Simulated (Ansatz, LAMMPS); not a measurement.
**Amorphous Hg33S25Se8 (66 atoms): support functions against a reference**

Aim: test how closely localised support functions follow the reference on amorphous Hg33S25Se8 (66 atoms), and at what cost. A setting counts as converged where the r.m.s. difference of forces stays under 1 % of the r.m.s. force.

Method: Kohn-Sham DFT, PBE, PAW (set soft_2), plane waves, in Ansatz 0.2.0.

Report form: the programs' logs are mostly left out.

**1. Starting point**

The cell holds 66 atoms: 33 Hg, 25 S and 8 Se. Cell: a = 12.034 Å, b = 12.034 Å, c = 12.034 Å, α = 90.0°, β = 90.0°, γ = 90.0°. 66 atoms (33 Hg, 25 S, 8 Se) placed at random at 7.67 g/cm³, melted at 2500 K for 10 ps at fixed volume with the Stillinger-Weber II-VI potential (Zhou et al., Phys. Rev. B 88, 085309 (2013)). Quenched from 2500 K to 500 K at 10 K/ps and fixed volume, held 5 ps, then minimised at fixed cell.

Limits known from the start: The quench rate of 10 K/ps is many orders above laboratory rates, so the cell is likely richer in defects and strain than a real sample. The starting topology of bonds comes from the classical model, and needn't be the one that DFT or experiment would give. Sampling is at Γ alone, for a cell whose shortest periodic width is 12 Å. The levels lack spin–orbit coupling, which is large for the heavy elements here.

**2. Making the structure**

A classical potential makes the cell, at a small fraction of what the same run would cost in DFT.

This step: classical MD, Stillinger-Weber II-VI potential (Zhou et al., Phys. Rev. B 88, 085309 (2013)) (LAMMPS 22 Jul 2025 - Update 4).

in.lmp

```
# melt-quench of Hg33S25Se8
units metal
atom_style atomic
boundary p p p
region box block 0 12.0340 0 12.0340 0 12.0340
create_box 3 box
mass 1 200.5920   # Hg
mass 2 32.0600   # S
mass 3 78.9710   # Se
create_atoms 1 random 33 699039 NULL overlap 2.14 maxtry 2000
create_atoms 2 random 25 699046 NULL overlap 2.14 maxtry 2000
create_atoms 3 random 8 699053 NULL overlap 2.14 maxtry 2000
pair_style sw
pair_coeff * * CdTeZnSeHgS0.sw Hg S Se
neigh_modify delay 0 every 1 check yes
thermo_style custom step time temp pe press density
thermo_modify norm yes
timestep 0.001
thermo 100
min_style cg
minimize 1e-4 1e-4 200 2000
reset_timestep 0
velocity all create 2500 699040 mom yes dist gaussian
fix lim all nve/limit 0.05
fix lan all langevin 2500 2500 0.1 699041 zero yes
thermo 500
run 1000 post no
unfix lim
unfix lan
thermo 1666
fix md all nvt temp 2500 2500 0.1
run 10000 post no
unfix md
thermo 20000
fix md all nvt temp 2500 500 0.1
run 200000 post no
unfix md
thermo 2500
fix md all nvt temp 500 500 0.1
run 5000 post no
unfix md
thermo 100
min_style cg
minimize 0 1e-3 2000 20000
write_dump all custom glass.dump id type xs ys zs modify sort id
```

The run is started by

```sh
> lmp -in in.lmp -log none -nocite
```

It took 24 s on 1 thread of Arm Neoverse V2, shared host; peak memory 0.07 GiB.

**3. Plane-wave single point**

This run is the reference for what follows, at a cutoff of 420 eV.

input.yaml

```yaml
crystal:
  lattice:
    - [12.034, 0.0, 0.0]
    - [0.0, 12.034, 0.0]
    - [0.0, 0.0, 12.034]
  atoms:
    - { symbol: Hg, position: [0.73616, 0.69763, 0.62055] }
    - { symbol: Hg, position: [0.80887, 0.01962, 0.53127] }
    - { symbol: Hg, position: [0.21322, 0.19087, 0.08872] }
    - { symbol: Hg, position: [0.37004, 0.72951, 0.77101] }
    - { symbol: Hg, position: [0.50591, 0.69654, 0.44042] }
    - { symbol: Hg, position: [0.16842, 0.43532, 0.35654] }
    - { symbol: Hg, position: [0.29914, 0.5353, 0.10715] }
    - { symbol: Hg, position: [0.82069, 0.22606, 0.36067] }
[... 54 atom lines left out ...]
    - { symbol: Se, position: [0.01142, 0.76525, 0.13028] }
    - { symbol: Se, position: [0.04061, 0.1506, 0.23748] }
    - { symbol: Se, position: [0.37953, 0.79679, 0.29194] }
    - { symbol: Se, position: [0.62808, 0.88044, 0.52454] }
kpoints:
  mp_grid: { grid: [1, 1, 1] }
hamiltonian:
  xc: pbe
scf:
  occupations: { method: fermi_dirac, width: 0.025 }
output:
  forces: true
  stress: true
  populations: true
  dos:
    method: { smearing: { sigma: 0.08 } }
    de: 0.1
    projected: { site_lists: { Hg: [Hg], S: [S], Se: [Se] } }
  eigenvalues: true
  write_density: true
  write_potential: true
  volumetric_format: npy
```

The run is started by

```sh
> ansatz run input.yaml --threads 8 --pin off --max-ram 15872MiB --backend cpu --events-out ev --progress --plain --runs-dir out
```

It took 19 s on 8 threads of Arm Neoverse V2, shared host; peak memory 2.8 GiB; 2.4 min of CPU time.

Read from the output:

| Quantity | Value |
| --- | --- |
| free energy | -522136.0928 eV |
| free energy per atom | -7911.1529 eV/atom |
| SCF cycles | 11 |
| pressure | 0.5219 GPa |
| r.m.s. force component | 0.3626 eV/Å |
| longest force | 1.219 eV/Å |
| Fermi energy | 8.505 eV |
| levels partly filled by over 2 per cent | 3 |
| spilling of the projection | 0.007232 |

The r.m.s. force component of 0.36 eV/Å and the pressure of 0.52 GPa set the scale for the differences below.

**4. Support functions low**

The cell is solved in localised support functions.

This step: Kohn-Sham DFT, PBE, PAW (set soft_2), localised support functions (low) (Ansatz 0.2.0).

input.yaml, the sections that differ from step 3:

```yaml
scf:
  occupations: { method: fermi_dirac, width: 0.025 }
  eigensolver: { kind: { support_functions: { accuracy: low } } }
  max_iter: 150
output:
  forces: true
  eigenvalues: true
# crystal, kpoints, hamiltonian: as in step 3
```

Elapsed: 62 s, on 8 threads; peak memory 3.6 GiB; 8.1 min of CPU time.

The program notes that the band table was not solved further than the SCF left it and it switched symmetry off.

Keys that differ from the reference: support_functions.accuracy = "low" and scf.max_iter = 150.

Forces differ from the reference by 0.65 meV/Å r.m.s., 0.18 % of their size, well within a tolerance of 1 %; the energy by -1.5 meV/atom. It took 62 s and 15 cycles; the reference's time can't be set against it, since the two runs asked for unlike analyses.

**5. Support functions medium**

With localised support functions most steps grow linearly with size, though the diagonalisation grows faster unless the density matrix is cut; this run measures error and cost at this size.

This step: Kohn-Sham DFT, PBE, PAW (set soft_2), localised support functions (medium) (Ansatz 0.2.0).

input.yaml, the sections that differ from step 4:

```yaml
scf:
  occupations: { method: fermi_dirac, width: 0.025 }
  eigensolver: { kind: { support_functions: { accuracy: medium } } }
  max_iter: 150
# crystal, kpoints, hamiltonian, output: as in step 4
```

The job ended after 75 s (8 threads; peak memory 3.6 GiB; 9.7 min of CPU time).

Keys that differ from the reference: support_functions.accuracy = "medium" and scf.max_iter = 150.

Forces differ from the reference by 0.54 meV/Å r.m.s., 0.15 % of their size, well within a tolerance of 1 %; the energy by -1.5 meV/atom. It took 75 s and 19 cycles; the reference's time can't be set against it, since the two runs asked for unlike analyses.

**6. Support functions medium, radius 3.77 Å**

The radius confines each support function; a larger one gives more freedom and more work per atom.

input.yaml, the sections that differ from step 5:

```yaml
scf:
  occupations: { method: fermi_dirac, width: 0.025 }
  eigensolver: { kind: { support_functions: { accuracy: medium, radius: 3.77 } } }
  max_iter: 150
# crystal, kpoints, hamiltonian, output: as in step 5
```

Run time: 1.2 s. Hardware: 8 threads; peak memory 0.4 GiB.

The program refuses radii under 4.22 Å for these atoms at this level.

**7. Support functions medium, radius 4.3 Å**

input.yaml, the sections that differ from step 6:

```yaml
scf:
  occupations: { method: fermi_dirac, width: 0.025 }
  eigensolver: { kind: { support_functions: { accuracy: medium, radius: 4.3 } } }
  max_iter: 150
# crystal, kpoints, hamiltonian, output: as in step 6
```

It took 69 s on 8 threads; peak memory 3.4 GiB; 9 min of CPU time.

Keys that differ from the reference: support_functions.accuracy = "medium", support_functions.radius = 4.3 and scf.max_iter = 150.

Forces differ from the reference by 0.60 meV/Å r.m.s., 0.16 % of their size, well within a tolerance of 1 %; the energy by -1.5 meV/atom. It took 69 s and 18 cycles; the reference's time can't be set against it, since the two runs asked for unlike analyses.

**8. Support functions medium, radius 4.61 Å**

input.yaml, the sections that differ from step 7:

```yaml
scf:
  occupations: { method: fermi_dirac, width: 0.025 }
  eigensolver: { kind: { support_functions: { accuracy: medium, radius: 4.61 } } }
  max_iter: 150
# crystal, kpoints, hamiltonian, output: as in step 7
```

The job ended after 84 s (8 threads; peak memory 3.8 GiB; 11 min of CPU time).

Keys that differ from the reference: support_functions.accuracy = "medium", support_functions.radius = 4.61 and scf.max_iter = 150.

Forces differ from the reference by 0.45 meV/Å r.m.s., 0.12 % of their size, well within a tolerance of 1 %; the energy by -1.5 meV/atom. It took 84 s and 19 cycles; the reference's time can't be set against it, since the two runs asked for unlike analyses.

**9. Other settings**

Changed here: basis.precision = "f64", scf.eigensolver.kind = "davidson" and scf.lower_state_search = "standard".

This step: Kohn-Sham DFT, PBE, PAW (set soft_2), plane waves (Ansatz 0.2.0).

input.yaml, the sections that differ from step 8:

```yaml
scf:
  occupations: { method: fermi_dirac, width: 0.025 }
  lower_state_search: standard
  eigensolver: { kind: davidson }
output:
  forces: true
  stress: true
  populations: true
  dos:
    method: { smearing: { sigma: 0.1 } }
    de: 0.1
    projected: { site_lists: { Hg: [Hg], S: [S], Se: [Se] } }
  eigenvalues: true
basis:
  precision: f64
# crystal, kpoints, hamiltonian: as in step 8
```

The job ended after 41 s (8 threads; peak memory 3.2 GiB).

Forces differ from the reference by 0.005 meV/Å r.m.s., 0.0014 % of their size, well within a tolerance of 1 %. It took 41 s and 11 cycles; the reference's time can't be set against it, since the two runs asked for unlike analyses.

**10. What each setting buys**

Each row is set against the plane-wave reference (Kohn-Sham DFT, PBE, PAW (set soft_2), plane waves; r.m.s. force component 0.363 eV/Å). Energies are set beside the reference only for runs with its functional, potentials and electron count. Times are for 8 threads of Arm Neoverse V2, shared host. The reference's time includes the DOS, the stress and grids, which some other runs skip.

| run | Δ force, r.m.s. (meV/Å) | share of r.m.s. force (%) | Δ energy (meV/atom) | Δ pressure (GPa) | cycles | time | host memory (GiB) |
| --- | --- | --- | --- | --- | --- | --- | --- |
| reference | - | - | - | - | 11 | 19 s | 2.8 |
| support functions low | 0.654 | 0.180 | -1.46 | - | 15 | 62 s | 3.6 |
| support functions medium | 0.543 | 0.150 | -1.47 | - | 19 | 75 s | 3.6 |
| support functions medium, radius 4.3 Å | 0.596 | 0.164 | -1.47 | - | 18 | 69 s | 3.4 |
| support functions medium, radius 4.61 Å | 0.448 | 0.123 | -1.49 | - | 19 | 84 s | 3.8 |
| basis.precision = "f64", scf.eigensolver.kind = "davidson" and scf.lower_state_search = "standard" | 0.005 | 0.0014 | 0 | 0 | 11 | 41 s | 3.2 |

**11. The reference in detail**

The comparisons rest on this run, so its electronic structure is set out here.

Neighbours are counted within 3.08 Å (Hg-S), 3.35 Å (Hg-Se).

Length of the force by element and coordination:

| element | coordination | atoms | mean length of the force (eV/Å) | spread | least | most |
| --- | --- | --- | --- | --- | --- | --- |
| Hg | all | 33 | 0.549 | 0.218 | 0.136 | 0.953 |
| Hg | 3 | 9 | 0.585 | 0.169 | 0.361 | 0.881 |
| Hg | 4 | 24 | 0.535 | 0.232 | 0.136 | 0.953 |
| S | all | 25 | 0.609 | 0.267 | 0.212 | 1.22 |
| S | 1 | 1 | 0.39 | 0 | 0.39 | 0.39 |
| S | 3 | 12 | 0.694 | 0.271 | 0.402 | 1.22 |
| S | 4 | 7 | 0.573 | 0.277 | 0.212 | 1.06 |
| S | 5 | 5 | 0.496 | 0.176 | 0.327 | 0.834 |
| Se | all | 8 | 0.625 | 0.212 | 0.320 | 0.927 |
| Se | 3 | 1 | 0.927 | 0 | 0.927 | 0.927 |
| Se | 4 | 5 | 0.604 | 0.180 | 0.376 | 0.913 |
| Se | 5 | 2 | 0.528 | 0.209 | 0.320 | 0.737 |

Density of states as counts of states in windows of 1 eV (from the Fermi level), total and the larger projections:

| from (eV) | to (eV) | total | Hg d | S p | Hg s | Se p | S s |
| --- | --- | --- | --- | --- | --- | --- | --- |
| -14 | -13 | 25.3 | 1.1 | 0.1 | 2.3 | 0.1 | 13.6 |
| -13 | -12 | 33.5 | 1.8 | 0.4 | 1.6 | 0.1 | 23.4 |
| -12 | -11 | 7.2 | 0.4 | 0.2 | 0.2 | 0.0 | 6.4 |
| -11 | -8 | 0.0 | 0.0 | 0.0 | 0.0 | 0.0 | 0.0 |
| -8 | -7 | 94.2 | 79.5 | 8.7 | 2.8 | 2.8 | 0.2 |
| -7 | -6 | 235.3 | 221.1 | 7.1 | 2.6 | 2.0 | 1.6 |
| -6 | -5 | 19.2 | 5.7 | 4.7 | 5.9 | 1.9 | 0.6 |
| -5 | -4 | 36.8 | 6.7 | 12.1 | 12.1 | 3.8 | 1.4 |
| -4 | -3 | 28.1 | 2.8 | 14.8 | 3.6 | 5.3 | 0.6 |
| -3 | -2 | 44.3 | 4.2 | 28.0 | 2.0 | 7.8 | 0.5 |
| -2 | -1 | 47.8 | 4.1 | 29.4 | 2.2 | 9.6 | 0.5 |
| -1 | 0 | 23.3 | 1.0 | 13.9 | 2.5 | 4.5 | 0.2 |
| 0 | 1 | 25.6 | 0.6 | 11.5 | 8.0 | 2.8 | 0.3 |
| 1 | 2 | 25.9 | 0.3 | 7.9 | 10.6 | 3.3 | 0.4 |
| 2 | 3 | 16.2 | 0.1 | 4.4 | 5.9 | 1.5 | 0.2 |
| 3 | 4 | 20.4 | 0.1 | 1.2 | 1.1 | 0.5 | 0.0 |
| 4 | 5 | 36.0 | 0.1 | 1.3 | 0.7 | 0.4 | 0.0 |

The curve was stored every 0.10 eV, coarse against its broadening of 0.08 eV, so these counts are rough.

The stored curve holds about 595 of the 938 electrons; the rest, give or take the few that broadening carries across the Fermi level, lie in deeper levels below its range.

The levels nearest the highest filled one (over half full), pooled over k-points and spins:

| level less the highest filled one (eV) | occupation |
| --- | --- |
| -0.395 | 2 |
| -0.320 | 2 |
| -0.265 | 2 |
| -0.164 | 2 |
| -0.068 | 1.98 |
| 0 | 1.77 |
| 0.111 | 0.164 |
| 0.137 | 0.063 |
| 0.164 | 0.021 |
| 0.282 | 0 |
| 0.328 | 0 |
| 0.416 | 0 |

Electrostatic potential energy in the bc plane at fractional x = 0.615, with atoms of Hg and S and Se within 0.2 Å of it. With pseudopotentials it is smooth inside the atoms' cores, unlike the true potential.

Values in eV, 13 rows by 16 columns, each cell a mean:
```
 -8 -23  -6  10  11  12  12  11 -10 -30 -16  10  12  12  12  11
  8   8   9   3   4   8  -4   3  -7 -26 -13  10  12  12   7   4
  8  12  10   5   6   2 -25 -10  10   8  10  12  13  11   3  -3
 11  12  12  11  11  11   7  10  12  13  12  12  12  12  10  10
 13  11   3  -8   4  12  12   0 -13   4  11  11  11  11  10  12
 12  10 -19 -32 -16  11  12 -11 -25  -6  11  11   9  -5  -5   4
 12  11   0 -12   2  12  13  11   6  10  11  10   8  -6  -6   1
  6  10   2  -3   9  13  13  13  13  10   8   9  11   9   6   4
-13   6 -20 -27   0  12  13  13  12   2   4  11  12  12   7 -17
  3  10   3  -4   8  12  13  13  13  11  11  13  13  12   9   1
  9  12   9  -9 -16   5  12  13  13  13  13  13  13   7  -6  -5
  7  10   7 -23 -30  -2  12  13  13  12  13  13  12   5  -8  -8
 -4 -18  -2   5   3  10  13  13  10   6   9  12  12  11   7   7
```
Columns run along b (12.0 Å; values clipped at the 3rd and 97th percentile), rows up along c (12.0 Å). Atoms in or near the plane, at fractional coordinates: Hg at (0.21, 0.56), Hg at (0.59, 0.92), S at (0.19, 0.34), S at (0.52, 0.59), S at (0.08, 0.98), Se at (0.88, 0.52).

[end of part 1 of 2]

[Logs are printed without paths, hosts, clocks, repeated set-up lines and the standing remarks that a program may print on its own settings, such as how far it seeks lower states.]

[Hosts, paths, dates, database ids (printed as entryN), source tags and the programs' standing remarks are cut or masked in the printed files.]
